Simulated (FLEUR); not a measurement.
# Ce: parallel and opposed starts, part 3 of 3

A self-consistent run ends on one state, which hangs on the start. Several orders of Ce are started in FLEUR and their energies compared.

FLEUR MaX-R8.1; PBE with U = 5.5 eV, J = 0.7 eV on Ce f; all-electron FLAPW, Dirac cores, scalar-relativistic bands. The settings are cheaper than careful work needs.

So far. Step 3 (Start 2: antiferro q=(0,0,1/2) +-): It lies 5.89 meV a seeded atom under the first start, and its largest moment is 1.05 μB against 1.05 μB. Step 4 (Run 3 (antiferro q=(0,1/2,1/2) +-)): It lies 7.71 meV a seeded atom under the first start, and its largest moment is 1.06 μB against 1.05 μB.

### 6. Spin–orbit coupling, moments along [001]

Level of this step: PBE with U = 5.5 eV, J = 0.7 eV on Ce f; all-electron FLAPW, Dirac cores, scalar-relativistic bands with spin-orbit coupling (FLEUR).

Spin–orbit coupling ties the spins to the lattice and lets orbital moments form.

A new self-consistent run of the start antiferro q=(0,1/2,1/2) +-, with the moments along z. Here n_mmp_mat seeds f states of whole m by Hund's three rules.

Contents of inp.xml:

```
<?xml version="1.0" encoding="UTF-8" standalone="no"?>
<fleurInput fleurInputVersion="0.39">
   <comment>
      Ce
   </comment>
   <calculationSetup>
      <cutoffs Kmax="2.88" Gmax="8.6" GmaxXC="8.6" numbands="64"/>
      <scfLoop itmax="130" minDistance="0.0001" maxIterBroyd="6" imix="Anderson" alpha="0.05" precondParam="0.0" spinf="2.0" sdNocoIR="T"/>
      <coreElectrons ctail="T" frcor="F" kcrel="0" coretail_lmax="0"/>
      <xcFunctional name="pbe" relativisticCorrections="F"/>
      <magnetism jspins="2"/>
      <soc l_soc="T" theta="0.0" phi="0.0" spav="F"/>
      <expertModes spex="0" secvar="F"/>
      <geometryOptimization l_f="F" forcealpha="1.0" forcemix="BFGS" epsdisp="0.00001" epsforce="0.00001"/>
      <ldaU l_linMix="F" mixParam="0.05" spinf="1.0"/>
   </calculationSetup>
   <cell>
      <bzIntegration valenceElectrons="24.0" mode="hist" fermiSmearingEnergy="0.00183747">
         <kPointListSelection listName="default-1"/>
         <xi:include xmlns:xi="http://www.w3.org/2001/XInclude" href="kpts.xml"> </xi:include>
      </bzIntegration>
      <xi:include xmlns:xi="http://www.w3.org/2001/XInclude" href="sym.xml"> </xi:include>
      <bulkLattice scale="1.0">
         <bravaisMatrix>
            <row-1>    0.0000000000000000     4.8766272371427597     4.8766272371427597</row-1>
            <row-2>    9.7532544742855194     0.0000000000000000     9.7532544742855194</row-2>
            <row-3>    9.7532544742855194     4.8766272371427597     4.8766272371427597</row-3>
         </bravaisMatrix>
      </bulkLattice>
   </cell>
   <atomSpecies>
      <species name="Cerium (Ce1.000" element="Ce" atomicNumber="58">
         <mtSphere radius="2.8" gridPoints="925" logIncrement="0.014"/>
         <atomicCutoffs lmax="10" lnonsphr="8"/>
         <electronConfig flipSpins="F">
            <coreConfig>(1s1/2) (2s1/2) (2p1/2) (2p3/2) (3s1/2) (3p1/2) (3p3/2) (4s1/2) (3d3/2) (3d5/2) (4p1/2) (4p3/2) (4d3/2) (4d5/2)</coreConfig>
            <valenceConfig>(5s1/2) (5p1/2) (5p3/2) (6s1/2) (5d3/2) (5d5/2) (4f5/2) (4f7/2)</valenceConfig>
            <stateOccupation state="(5d3/2)" spinUp="0.2" spinDown="0.2"/>
            <stateOccupation state="(5d5/2)" spinUp="0.3" spinDown="0.3"/>
            <stateOccupation state="(4f5/2)" spinUp="0.4285714285714" spinDown="0.0"/>
            <stateOccupation state="(4f7/2)" spinUp="0.5714285714286" spinDown="0.0"/>
         </electronConfig>
         <energyParameters s="6" p="6" d="5" f="4"/>
         <ldaU l="3" U="5.5" J="0.7" l_amf="F"/>
         <lo type="SCLO" l="0" n="5" eDeriv="0"/>
         <lo type="SCLO" l="1" n="5" eDeriv="0"/>
      </species>
      <species name="Cerium (Ce-1.000" element="Ce" atomicNumber="58">
         <mtSphere radius="2.8" gridPoints="925" logIncrement="0.014"/>
         <atomicCutoffs lmax="10" lnonsphr="8"/>
         <electronConfig flipSpins="F">
            <coreConfig>(1s1/2) (2s1/2) (2p1/2) (2p3/2) (3s1/2) (3p1/2) (3p3/2) (4s1/2) (3d3/2) (3d5/2) (4p1/2) (4p3/2) (4d3/2) (4d5/2)</coreConfig>
            <valenceConfig>(5s1/2) (5p1/2) (5p3/2) (6s1/2) (5d3/2) (5d5/2) (4f5/2) (4f7/2)</valenceConfig>
            <stateOccupation state="(5d3/2)" spinUp="0.2" spinDown="0.2"/>
            <stateOccupation state="(5d5/2)" spinUp="0.3" spinDown="0.3"/>
            <stateOccupation state="(4f5/2)" spinUp="0.0" spinDown="0.4285714285714"/>
            <stateOccupation state="(4f7/2)" spinUp="0.0" spinDown="0.5714285714286"/>
         </electronConfig>
         <energyParameters s="6" p="6" d="5" f="4"/>
         <ldaU l="3" U="5.5" J="0.7" l_amf="F"/>
         <lo type="SCLO" l="0" n="5" eDeriv="0"/>
         <lo type="SCLO" l="1" n="5" eDeriv="0"/>
      </species>
   </atomSpecies>
   <atomGroups>
      <atomGroup species="Cerium (Ce1.000">
         <relPos label="                   1">.0000000000 .0000000000 .0000000000</relPos>
         <force calculate="T" relaxXYZ="TTT"/>
      </atomGroup>
      <atomGroup species="Cerium (Ce-1.000">
         <relPos label="                   2">.0000000000 1.000/2.000 .0000000000</relPos>
         <force calculate="T" relaxXYZ="TTT"/>
      </atomGroup>
   </atomGroups>
   <output dos="F" band="F" slice="F">
      <bandDOS minEnergy="-.5*Htr" maxEnergy="0.5*Htr" sigma="0.015" storeEVData="T"/>
      <plotting iplot="0" polar="F">
         <plot TwoD="T" vec1="  1.0  0.0  0.0" vec2="  0.0  1.0  0.0" vec3="  0.0  0.0  1.0" zero="  0.0  0.0  0.0" file="plot"/>
      </plotting>
      <moessbauerParams electricFieldGradient="F" isomerShift="F" coreHyperfine="F" valenceHyperfine="F"/>
   </output>
</fleurInput>
```

Contents of crystal.txt:

```
Ce
&input film=F cartesian=F /
0.00000000000  2.58060000000  2.58060000000
5.16120000000  0.00000000000  5.16120000000
5.16120000000  2.58060000000  2.58060000000
1.8897261246
1.0 1.0 1.0

2
58 0.00000000000  0.00000000000  0.00000000000 : 1.000
58 0.00000000000  0.50000000000  0.00000000000 : -1.000

&soc 0.0000000 0.0000000 /
&kpt div1=8 div2=4 div3=8 gamma=T /
```

Command:

```console
> OMP_NUM_THREADS=1 inpgen -f crystal.txt > inpgen.log  # inp.xml is then edited as shown
> OMP_NUM_THREADS=1 mpirun -n 4 fleur_MPI > fleur.log
```

The program printed:

```text
[banner, memory and clock lines left out]
Welcome to FLEUR        (www.flapw.de)
      MaX-Release 8.1          (www.max-centre.eu)

 ========== k-point set info ==========
 Selected k-point list: default-1
 k-point list type: mesh
 8 x 4 x 8
 Number of k points: 132

 [... set-up left out ...]
 Iteration:     1   Distance:      15.37950565 me/bohr^3
 Iteration:     2   Distance:      14.59016022 me/bohr^3
 Iteration:     3   Distance:       2.26424943 me/bohr^3
 Iteration:     4   Distance:       2.36211020 me/bohr^3
 Iteration:     5   Distance:       0.67507962 me/bohr^3
 Iteration:     6   Distance:       0.26368515 me/bohr^3
 Iteration:     7   Distance:       0.24350738 me/bohr^3
 Iteration:     8   Distance:       0.28632103 me/bohr^3
 Iteration:     9   Distance:       0.23195800 me/bohr^3
 Iteration:    10   Distance:       0.24105804 me/bohr^3
[... 38 iterations left out ...]
 Iteration:    49   Distance:       0.00047333 me/bohr^3
 Iteration:    50   Distance:       0.00051487 me/bohr^3
 Iteration:    51   Distance:       0.00044521 me/bohr^3
 Iteration:    52   Distance:       0.00043531 me/bohr^3
 Iteration:    53   Distance:       0.00029328 me/bohr^3
 Iteration:    54   Distance:       0.00032219 me/bohr^3
 Iteration:    55   Distance:       0.00032099 me/bohr^3
 Iteration:    56   Distance:       0.00016802 me/bohr^3
 Iteration:    57   Distance:       0.00014872 me/bohr^3
 Iteration:    58   Distance:       0.00008192 me/bohr^3

 ********************************************************************
 Run finished successfully
 Stop message:
   all done
 ********************************************************************

--- out.xml (last complete iteration) ---
<iteration numberForCurrentRun="   58" overallNumber="   58">
         [... left out ...]
         <bandgap value="0.0000001948" units="eV"/>
         <sumValenceSingleParticleEnergies value="-5.1068302177" units="Htr"/>
         <FermiEnergy value="0.3317915991" units="Htr"/>
         [... left out ...]
         <magneticMomentsInMTSpheres units="muBohr">
            <globalMagMoment atomType="1" vec="0.00000   0.00000   1.01692"/>
            <globalMagMoment atomType="2" vec="0.00000   0.00000  -1.01692"/>
         </magneticMomentsInMTSpheres>
         <orbitalMomentsInMTSpheres units="muBohr">
            <globalMagMoment atomType="1" vec="0.00000   0.00000  -2.86135"/>
            <globalMagMoment atomType="2" vec="0.00000   0.00000   2.86135"/>
         </orbitalMomentsInMTSpheres>
         [... left out ...]
         <totalEnergy value="   -17730.6641422291" units="Htr">
            <sumOfEigenvalues value="   -10941.7419264551">
               <coreElectrons value="-10936.6350962374"/>
               <valenceElectrons value="-5.1068302177"/>
            </sumOfEigenvalues>
         [... left out ...]
            <freeEnergy value="-17730.6651196273"/>
            <extrapolationTo0K value="-17730.6646309282"/>
         </totalEnergy>
         [... left out ...]
         <ldaUDensityMatrixConvergence>
            <distance spin="1" distance="0.000004"/>
            <distance spin="2" distance="0.000004"/>
         </ldaUDensityMatrixConvergence>
         <densityConvergence units="me/bohr^3">
            <chargeDensity spin="1" distance="0.0000456569"/>
            <chargeDensity spin="2" distance="0.0000504449"/>
            <overallChargeDensity distance="0.0000504729"/>
            <spinDensity distance="0.0000819205"/>
         </densityConvergence>
      </iteration>
```

Elapsed: 6 min, on 4 MPI ranks of Arm Neoverse V1, shared host; peak memory 0.47 GiB; 24 min of CPU time.

Numbers from this step:

* free energy: -482475.9770 eV
* program's band gap on this mesh (in a metal only a level spacing): 1.95e-7 eV
* magnetization: 0 μB
* final state: antiferromagnetic
* largest moment: 1.017 μB
* orbital moment along the spin: -2.861 μB

Orbital moment in the sphere, along the spin axis by atom:

```
atom  orbital moment in the sphere, along the spin axis (μB)
 Ce1                                                   -2.86
 Ce2                                                    2.86
```

### 7. What came out

```json
{
 "lowest state found": "antiferromagnetic (typed antiferro q=(0,1/2,1/2) +-)",
 "largest site spin moment": "1.06 μB",
 "next finished state": "antiferromagnetic, 1.81 meV a seeded atom higher",
 "orbital moment on the atom of largest spin, along its spin (spin–orbit run)": "-2.86 μB",
 "spin plus orbital moment": "Ce 1.84 μB"
}
```

The lowest state found is antiferromagnetic, reached from the start antiferro q=(0,1/2,1/2) +-, with moments up to 1.06 μB. The two lowest states lie so close that the mesh, the functional or spin–orbit coupling could swap them. The orbital moment is antiparallel to the spin, as Hund's third rule has it for a shell under half filled. The f shell was seeded by Hund's rules, so the run need not end in the lowest state; crystal-field states that mix several m can carry less. This is the lowest of 3 finished starts, no proof of the ground state. Open f shells have many stationary orbital fillings, so the state need not be the lowest, and spin-only moments miss the orbital part.

[Logs and program files are shortened in this print: banners, set-up blocks, solver, clock and traceback lines can be left out without a mark of their own.]

[Logs are printed without paths, hosts, clocks, repeated set-up lines and the standing remarks that a program may print on its own settings, such as how far it seeks lower states.]

[Hosts, paths, dates, database ids (printed as entryN), source tags and the programs' standing remarks are cut or masked in the printed files.]

[Where a cell is said to come from a database of computed structures, the database is the Materials Project.]
